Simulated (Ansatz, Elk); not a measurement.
## How far do independent atoms describe Li2ScBr4?

Structure refinements treat a crystal as free atoms side by side. For a made-up structure of Li2ScBr4 (cell and positions from a PBE relaxation) the runs below show what the calculated density changes in F(hkl).

Method: DFT, PBE, all-electron APW+lo, Dirac cores, scalar-relativistic bands, static density, no spin, in Elk 11.2.3 (patched build).

The structure was built from a prototype and need not be the compound's stable phase.

## (1) The starting structure

The structure is tetragonal, space group I-4 (No. 82). Conventional cell: a = 6.202 Å, b = 6.202 Å, c = 11.470 Å, α = 90.00°, β = 90.00°, γ = 90.00°. Nearest to Br lie 2 Li at 2.55 to 2.57 Å and 1 Sc at 2.65 Å. Nearest to Sc lie 4 Br at 2.65 Å. Li has 4 Br at 2.55 Å nearest. Nearest to Li lie 4 Br at 2.57 Å. Farther neighbours and most contacts between anions are not listed.

## (2) Ground state and structure factors

An all-electron density is needed, since X-rays see the cores too. Task 0 finds the density and task 195 Fourier-transforms it; tshift is off so that phases refer to the origin typed.

Input file elk.in:

```
tasks
  0
  195

xctype
  20

spinpol
  .false.

rgkmax
  7.0

gmaxvr
  14.0

lmaxo
  7

lmaxapw
  8

swidth
  0.002

tshift
  .false.

ramdisk
  .false.

hmaxvr
  5.5

maxscl
  120

epspot
  1e-06

sppath
  './'

avec
  -5.86036330991 5.86036330991 10.83800202381
  5.86036330991 -5.86036330991 10.83800202381
  5.86036330991 5.86036330991 -10.83800202381

atoms
  3
  'Br.in'
  4
  0.3664399807 0.3896191103 0.5107704137   0.000000 0.000000 0.000000
  0.6103808897 0.1211513034 0.9768208704   0.000000 0.000000 0.000000
  0.8788486966 0.8556695670 0.4892295863   0.000000 0.000000 0.000000
  0.1443304330 0.6335600193 0.0231791296   0.000000 0.000000 0.000000
  'Sc.in'
  1
  0.0000000000 0.0000000000 -0.0000000000   0.000000 0.000000 0.000000
  'Li.in'
  2
  0.2500000000 0.7500000000 0.5000000000   0.000000 0.000000 0.000000
  0.5000000000 0.5000000000 -0.0000000000   0.000000 0.000000 0.000000

ngridk
  5 5 5
```

On the command line:

```sh
$ OMP_NUM_THREADS=4 elk
```

Numbers of over 12 decimals in the logs are rounded to 6 here.

Log:

```text
┌─────────────────────────┐
│ Elk code version 11.2.3 │
└─────────────────────────┘

All units are atomic (Hartree, Bohr, etc.)

┌─────────────────────────────────────────────────┐
│ Ground-state run starting from atomic densities │
└─────────────────────────────────────────────────┘

Lattice vectors :
  -5.860363310       5.860363310       10.83800202
   5.860363310      -5.860363310       10.83800202
   5.860363310       5.860363310      -10.83800202

Reciprocal lattice vectors :
 -0.7135832565E-17  0.5360747257      0.2898682476
  0.5360747257     -0.7135832565E-17  0.2898682476
  0.5360747257      0.5360747257     -0.3607616390E-17

Unit cell volume      :    1488.875215
Brillouin zone volume :   0.1666024196

Muffin-tin inner radius fraction :   0.1000000000E-01

Nuclei treated as point charges

Species : 1 (Br)
 parameters loaded from : Br.in
 name : bromine
 nuclear charge    :   -35.00000000
 electronic charge :    35.00000000
 atomic mass :    145656.0816
 muffin-tin radius :    2.400000000
 number of radial points in muffin-tin :    993
 inner part over the whole radius :   0.9934012010E-02
 number on inner part of muffin-tin    :    703
 approximate nuclear radius :   0.7858070945E-04
 number of mesh points to nuclear radius :    344
 atomic positions (lattice), magnetic fields (Cartesian) :
  1 :   0.36643998  0.38961911  0.51077041    0.00000000  0.00000000  0.00000000
  2 :   0.61038089  0.12115130  0.97682087    0.00000000  0.00000000  0.00000000
  3 :   0.87884870  0.85566957  0.48922959    0.00000000  0.00000000  0.00000000
  4 :   0.14433043  0.63356002  0.02317913    0.00000000  0.00000000  0.00000000

Species : 2 (Sc)
 parameters loaded from : Sc.in
 name : scandium
 nuclear charge    :   -21.00000000
 electronic charge :    21.00000000
 atomic mass :    81949.61073
 muffin-tin radius :    2.400000000
 number of radial points in muffin-tin :    993
 inner part over the whole radius :   0.9898716403E-02
 number on inner part of muffin-tin    :    698
 approximate nuclear radius :   0.6711386133E-04
 number of mesh points to nuclear radius :    323
 atomic positions (lattice), magnetic fields (Cartesian) :
  1 :   0.00000000  0.00000000  0.00000000    0.00000000  0.00000000  0.00000000

Species : 3 (Li)
 parameters loaded from : Li.in
 name : lithium
 nuclear charge    :   -3.000000000
 electronic charge :    3.000000000
 atomic mass :    12652.66898
 muffin-tin radius :    1.800000000
 number of radial points in muffin-tin :    593
 inner part over the whole radius :   0.9806707936E-02
 number on inner part of muffin-tin    :    401
 approximate nuclear radius :   0.4000070961E-04
 number of mesh points to nuclear radius :    148
 atomic positions (lattice), magnetic fields (Cartesian) :
  1 :   0.25000000  0.75000000  0.50000000    0.00000000  0.00000000  0.00000000
  2 :   0.50000000  0.50000000  0.00000000    0.00000000  0.00000000  0.00000000

Total number of atoms per unit cell :    7
Total muffin-tin volume :    338.3872279
 ratio of muffin-tin to unit cell volume :   0.2272770911

Spin treatment :
 spin-unpolarised

Number of Bravais lattice symmetries :   16
Number of crystal symmetries         :    4
Crystal has no inversion symmetry
Complex Hermitian eigensolver will be used

k-point grid :      5     5     5
k-point offset :    0.000000000       0.000000000       0.000000000
k-point set is reduced with full crystal symmetry group
Total number of k-points :       33

Muffin-tin radius times maximum |G+k| :    7.000000000
 using average radius
Maximum |G+k| for APW functions       :    3.141025641
Maximum (1/2)|G+k|²                   :    4.933021039
Maximum |G| for potential and density :    14.00000000
Constant for pseudocharge density :    8
 order of it for each species :   15  15  15
 order of it for pair densities of each species (exact exchange by exxq0 0: 16) :   11  11   5
Radial integration step length :    1

G-vector grid sizes :     63    63    63
Number of G-vectors :    68941

[...]
from k-point 26 to k-point 31
Estimated direct band gap   :   0.2956905635E-02
 at k-point 26

Charges :
 core                        :    82.00000000
 valence                     :    85.00000000
 interstitial                :    9.410327851
 muffin-tins (core leakage)
  species : 1 (Br)
   atom 1                    :    33.56591767     (  0.2285087982E-04)
[...]
species : 2 (Sc)
[...]
species : 3 (Li)
   atom 1                    :    2.121214082     (   0.000000000    )
   atom 2                    :    2.113920216     (   0.000000000    )
 total in muffin-tins        :    157.5896721
 total calculated charge     :    166.9997630
 total charge                :    167.0000000
 error                       :   0.2369602130E-03

RMS change in Kohn-Sham potential (target) :    6.823558999     (  0.1000000000E-05)
Absolute change in total energy (target)   :    6.383636742     (  0.1000000000E-03)

[... loops 3 to 15 left out ...]

┌──────────────────┐
│ Loop number : 16 │
└──────────────────┘

Energies :
 Fermi                       :     0.132277
 sum of occupied eigenvalues :     -6526.0102575561
 electron kinetic            :      11476.339331716
 core electron kinetic       :      10458.173096648
 Coulomb                     :     -22270.441079309
 Coulomb potential           :     -17466.258333214
 nuclear-nuclear             :     -1114.8379740358
 electron-nuclear            :     -24859.642086878
 Hartree                     :      3704.0389816045
 Madelung                    :     -13537.311912702
 xc potential                :     -536.09125605792
 exchange                    :     -404.23227749866
 correlation                 :     -7.873406
 electron entropic           :    -0.41232690346331E-02
 total energy                :     -11206.211554106

Density of states at Fermi energy :    328.0444671
 (states/Hartree/unit cell)

Estimated indirect band gap :   0.1036375524E-02
 from k-point 2 to k-point 30
Estimated direct band gap   :   0.2154936783E-02
 at k-point 31

Charges :
 core                        :    82.00000000
 valence                     :    85.00000000
 interstitial                :    9.419359550
 muffin-tins (core leakage)
  species : 1 (Br)
[...]
species : 2 (Sc)
[...]
species : 3 (Li)
   atom 1                    :    2.116988825     (   0.000000000    )
   atom 2                    :    2.111581199     (   0.000000000    )
 total in muffin-tins        :    157.5806405
 total calculated charge     :    166.9997344
 total charge                :    167.0000000
 error                       :   0.2656143805E-03

RMS change in Kohn-Sham potential (target) :   0.6593768327E-06 (  0.1000000000E-05)
Absolute change in total energy (target)   :   0.4162354708E-04 (  0.1000000000E-03)

Convergence targets achieved

┌──────────────────┐
│ Loop number : 17 │
└──────────────────┘

Energies :
 Fermi                       :     0.132277
 sum of occupied eigenvalues :     -6526.0102548355
 electron kinetic            :      11476.339331866
 core electron kinetic       :      10458.173096689
 Coulomb                     :     -22270.441078984
 Coulomb potential           :     -17466.258332004
 nuclear-nuclear             :     -1114.8379740358
 electron-nuclear            :     -24859.642087448
 Hartree                     :      3704.0389825004
 Madelung                    :     -13537.311912982
 xc potential                :     -536.09125469697
 exchange                    :     -404.23227761992
 correlation                 :     -7.873406
 electron entropic           :    -0.41232652911062E-02
 total energy                :     -11206.211553747

Density of states at Fermi energy :    328.0442507
 (states/Hartree/unit cell)

Estimated indirect band gap :   0.1036360122E-02
 from k-point 2 to k-point 30
Estimated direct band gap   :   0.2154970887E-02
 at k-point 31

Charges :
 core                        :    82.00000000
 valence                     :    85.00000000
 interstitial                :    9.419359374
 muffin-tins (core leakage)
  species : 1 (Br)
[...]
atom 3                    :    33.55060203     (  0.2293186364E-04)
   atom 4                    :    33.55060203     (  0.2293186364E-04)
  species : 2 (Sc)
   atom 1                    :    19.14966248     ( -0.2162962929E-06)
  species : 3 (Li)
   atom 1                    :    2.116988819     (   0.000000000    )
   atom 2                    :    2.111581200     (   0.000000000    )
 total in muffin-tins        :    157.5806406
 total calculated charge     :    166.9997344
 total charge                :    167.0000000
 error                       :   0.2656148210E-03

┌──────────────────────────────┐
│ Self-consistent loop stopped │
└──────────────────────────────┘

Wrote STATE.OUT
```

It took 1.7 min on 4 threads of Intel Xeon 6975P-C (Granite Rapids), shared host; peak memory 0.38 GiB.

SFACRHO.OUT:

```text

h k l indices transformed by vhmat matrix:
   1.000000000       0.000000000       0.000000000    
   0.000000000       1.000000000       0.000000000    
   0.000000000       0.000000000       1.000000000    

      h      k      l  multipl.   |H|            Re(F)            Im(F)           |F|

      0      0      0      1   0.0000000       167.00000     -0.23317058E-15   167.00000    
      1      1     -1      2  0.57973650       22.870999     -0.47589793E-15   22.870999    
      1      0     -1      4  0.60942572       13.221546      -9.0261728       16.008781    
      0     -1      0      4  0.60942572       13.221546       9.0261728       16.008781    
     -1      1      0      4  0.75812415       17.344237     -0.72841239E-14   17.344237    
      1      1      0      4  0.95438285       20.899594      -121.51145       123.29568    
      0      2     -1      4  0.95438285       20.899594       121.51145       123.29568    
     -2     -1      1      4   1.0215618       17.354109      -4.5912895       17.951185    
     -2     -1      2      4   1.0215618       17.354109       4.5912895       17.951185    
     -1      1      1      4   1.0721495      -96.912847      0.29693640E-13   96.912847    
     -2     -2      2      2   1.1594730      -96.152263      0.12426330E-12   96.152263    
      0      2     -2      4   1.2188514       12.278961      -1.1021351       12.328325    
     -2      0      0      4   1.2188514       12.278961       1.1021351       12.328325    
      0     -1     -1      4   1.2332494       28.484879      -1.2802560       28.513635    
      1      0     -2      4   1.2332494       28.484879       1.2802560       28.513635    
     -2      1      1      4   1.2332494       4.7179097       9.1663599       10.309259    
      0     -1      2      4   1.2332494       4.7179097      -9.1663599       10.309259    
     -1     -3      2      4   1.3853266       15.372985      -6.6438618       16.747225
```

Elk indexes on the primitive cell of elk.in and gives |H| = 4π sin θ/λ in inverse bohr. Below, one row stands for each form hkl of the conventional cell (m members, Friedel mates merged), F is for one primitive cell and the density is static (no thermal factor). Free-atom factors are Waasmaier and Kirfel's, and R is Σm||F|−|F'||/Σm|F|.

```
hkl  m  sin θ/λ (Å⁻¹)  abs F, DFT  neutral atoms   diff.  abs of complex diff.
002  2          0.087      22.871         22.733  +0.138                 0.138
101  8          0.092      16.009         15.936  +0.072                 0.093
110  4          0.114      17.344         17.323  +0.021                 0.021
112  8          0.143     123.295        122.556  +0.740                 0.743
103  8          0.154      17.951         17.950  +0.001                 0.061
200  4          0.161      96.913         96.671  +0.242                 0.242
004  2          0.174      96.152         95.972  +0.181                 0.181
202  8          0.183      12.328         12.344  -0.016                 0.022
211  8          0.185      28.514         28.366  +0.148                 0.182
121  8          0.185      10.309         10.394  -0.085                 0.087
114  8          0.208      16.747         16.643  +0.104                 0.208
123  8          0.223      24.362         24.341  +0.021                 0.120
213  8          0.223       2.231          2.090  +0.141                 0.147
220  4          0.228     121.118        121.116  +0.002                 0.002
105  8          0.232      15.617         15.605  +0.012                 0.012
204  8          0.237     120.351        120.464  -0.113                 0.114
222  8          0.244      16.973         16.963  +0.010                 0.140
301  8          0.246      24.025         23.969  +0.056                 0.056
310  4          0.255      12.892         12.867  +0.025                 0.025
130  4          0.255      16.881         16.841  +0.040                 0.040
006  2          0.262       4.471          4.472  -0.000                 0.000
132  8          0.269      97.603         97.895  -0.292                 0.293
```

## (3) The highest occupied states alone

An energy window below the Fermi level keeps the highest occupied states, to see at which angles they scatter; shallow core shells can lie inside it and anion s states outside. No new self-consistency is needed.

Changes to elk.in since step 2:

```diff
@@ -1,3 +1,2 @@
 tasks
-  0
   195
@@ -40,2 +39,5 @@
 
+wsfac
+  -0.418960 0.432280
+
 sppath
```

On the command line:

```sh
$ OMP_NUM_THREADS=4 elk
```

Log:

```text
┌─────────────────────────────────┐
│ Elk code version 11.2.3 started │
└─────────────────────────────────┘

Info(readinput): the functional depends on the density's gradient
 muffin-tin radial points multiplied by    2.00000
 (not where nrmtscf is given)

┌────────────────────┐
│ Current task : 195 │
└────────────────────┘

Info(sfacrho): density structure factors written to SFACRHO.OUT

 Energy window :  -0.4189600000      0.4322800000

┌──────────────────┐
│ Elk code stopped │
└──────────────────┘
```

It took 15 s on 4 threads; peak memory 0.25 GiB; 17 s of CPU time.

States within 15 eV below the Fermi level hold 25.00 electrons; any levels below the window count with the cores. Their amplitudes can exceed the total, where window and core parts have opposite phase:

| hkl | sin θ/λ (Å⁻¹) | abs F, window | abs F, all |
| --- | --- | --- | --- |
| 002 | 0.087 | 1.970 | 22.871 |
| 101 | 0.092 | 1.326 | 16.009 |
| 110 | 0.114 | 0.998 | 17.344 |
| 112 | 0.143 | 9.997 | 123.295 |
| 103 | 0.154 | 0.870 | 17.951 |
| 200 | 0.161 | 7.159 | 96.913 |
| 004 | 0.174 | 6.125 | 96.152 |
| 202 | 0.183 | 0.320 | 12.328 |
| 211 | 0.185 | 1.244 | 28.514 |
| 121 | 0.185 | 0.496 | 10.309 |

## (4) Another functional

The difference from free atoms is small, so it is set against the change that LDA (Perdew-Wang) makes.

Changes to elk.in since step 3:

```diff
@@ -1,2 +1,3 @@
 tasks
+  0
   195
@@ -4,3 +5,3 @@
 xctype
-  20
+  3
 
@@ -39,5 +40,2 @@
 
-wsfac
-  -0.418960 0.432280
-
 sppath
```

On the command line:

```sh
$ OMP_NUM_THREADS=4 elk
```

Log:

```text
┌─────────────────────────┐
│ Elk code version 11.2.3 │
└─────────────────────────┘

All units are atomic (Hartree, Bohr, etc.)

┌─────────────────────────────────────────────────┐
│ Ground-state run starting from atomic densities │
└─────────────────────────────────────────────────┘

Lattice vectors :
  -5.860363310       5.860363310       10.83800202
   5.860363310      -5.860363310       10.83800202
   5.860363310       5.860363310      -10.83800202

Reciprocal lattice vectors :
 -0.7135832565E-17  0.5360747257      0.2898682476
[...]
atom 4                    :    33.52698212     (  0.1711686983E-04)
  species : 2 (Sc)
   atom 1                    :    19.14295179     ( -0.3512582765E-05)
  species : 3 (Li)
   atom 1                    :    2.119835515     (   0.000000000    )
   atom 2                    :    2.114120293     (   0.000000000    )
 total in muffin-tins        :    157.4848361
 total calculated charge     :    166.9997797
 total charge                :    167.0000000
 error                       :   0.2202509406E-03

┌──────────────────────────────┐
│ Self-consistent loop stopped │
└──────────────────────────────┘

Wrote STATE.OUT
[key lines of the parts left out:]
total energy                :     -11191.138319562
```

Run time: 83 s. Hardware: 4 threads; peak memory 0.35 GiB.

Against the first run R = 0.06 %; the largest change is -0.093 at 260.

## (5) Basis size

The basis and the expansions that go with it are enlarged, to see whether the differences are converged.

Changes to elk.in since step 4:

```diff
@@ -5,3 +5,3 @@
 xctype
-  3
+  20
 
@@ -11,12 +11,12 @@
 rgkmax
-  7.0
+  8.5
 
 gmaxvr
-  14.0
+  18.0
 
 lmaxo
-  7
+  9
 
 lmaxapw
-  8
+  10
```

On the command line:

```sh
$ OMP_NUM_THREADS=4 elk
```

Log:

```text
┌─────────────────────────┐
│ Elk code version 11.2.3 │
└─────────────────────────┘

All units are atomic (Hartree, Bohr, etc.)

┌─────────────────────────────────────────────────┐
│ Ground-state run starting from atomic densities │
└─────────────────────────────────────────────────┘

Lattice vectors :
  -5.860363310       5.860363310       10.83800202
   5.860363310      -5.860363310       10.83800202
   5.860363310       5.860363310      -10.83800202

Reciprocal lattice vectors :
 -0.7135832565E-17  0.5360747257      0.2898682476
[...]
atom 4                    :    33.55210313     (  0.2293666258E-04)
  species : 2 (Sc)
   atom 1                    :    19.15294384     ( -0.2162971242E-06)
  species : 3 (Li)
   atom 1                    :    2.117292638     (   0.000000000    )
   atom 2                    :    2.111829033     (   0.000000000    )
 total in muffin-tins        :    157.5904780
 total calculated charge     :    166.9998676
 total charge                :    167.0000000
 error                       :   0.1324334192E-03

┌──────────────────────────────┐
│ Self-consistent loop stopped │
└──────────────────────────────┘

Wrote STATE.OUT
[key lines of the parts left out:]
total energy                :     -11206.217226782
```

Run time: 6.3 min. Hardware: 4 threads; peak memory 0.87 GiB; 21 min of CPU time.

Against the first run R = 0.00 %; the largest change is -0.006 at 620.

## (6) Settings against the effect

```csv
run,R against the first run (%),"R against neutral atoms, low angle (%)",wall time
"PBE, rgkmax 7",0.00,0.32,1.7 min
LDA (Perdew-Wang),0.06,0.29,83 s
rgkmax 8.5 with larger expansions,0.00,0.32,6.3 min
```

## (7) Summary of results

* R against neutral atoms, sin θ/λ < 0.3 Å⁻¹: 0.32 %
* R against neutral atoms, 0.3 to 0.53 Å⁻¹: 0.22 %

In words: Independent neutral atoms miss the calculated amplitudes by R = 0.32 % below 0.3 Å⁻¹ and 0.22 % from there to 0.53 Å⁻¹; by shells, 0.56 % below 0.15 Å⁻¹ (4 forms), 0.28 % 0.15 to 0.3 (26 forms), 0.24 % 0.3 to 0.45 (63 forms), 0.19 % above 0.45 (56 forms). Bonding, aspherical density and the tables' own atoms all enter these figures, and the runs don't part them. The largest change of an amplitude is +0.74 electrons, at 112. R counts amplitudes alone; phases shift too. The window's part falls from 25.0 electrons at the origin to at most 0.50 between 0.45 and 0.53 Å⁻¹. Below 0.3 Å⁻¹ the changes that finished (LDA (Perdew-Wang) and rgkmax 8.5 with larger expansions) move F by R = 0.05 % at most, against the 0.32 % that separates it from free atoms. The k-mesh has no finished test. The electron count is odd, so without spin the run is a metal by force. Part of the difference isn't bonding: the tables are fits to free atoms and ions calculated by other methods than this functional. Thermal motion, anomalous dispersion and extinction are left out.

[Logs are printed without paths, hosts, clocks, repeated set-up lines and the standing remarks that a program may print on its own settings, such as how far it seeks lower states.]

[Hosts, paths, dates, database ids (printed as entryN), source tags and the programs' standing remarks are cut or masked in the printed files.]
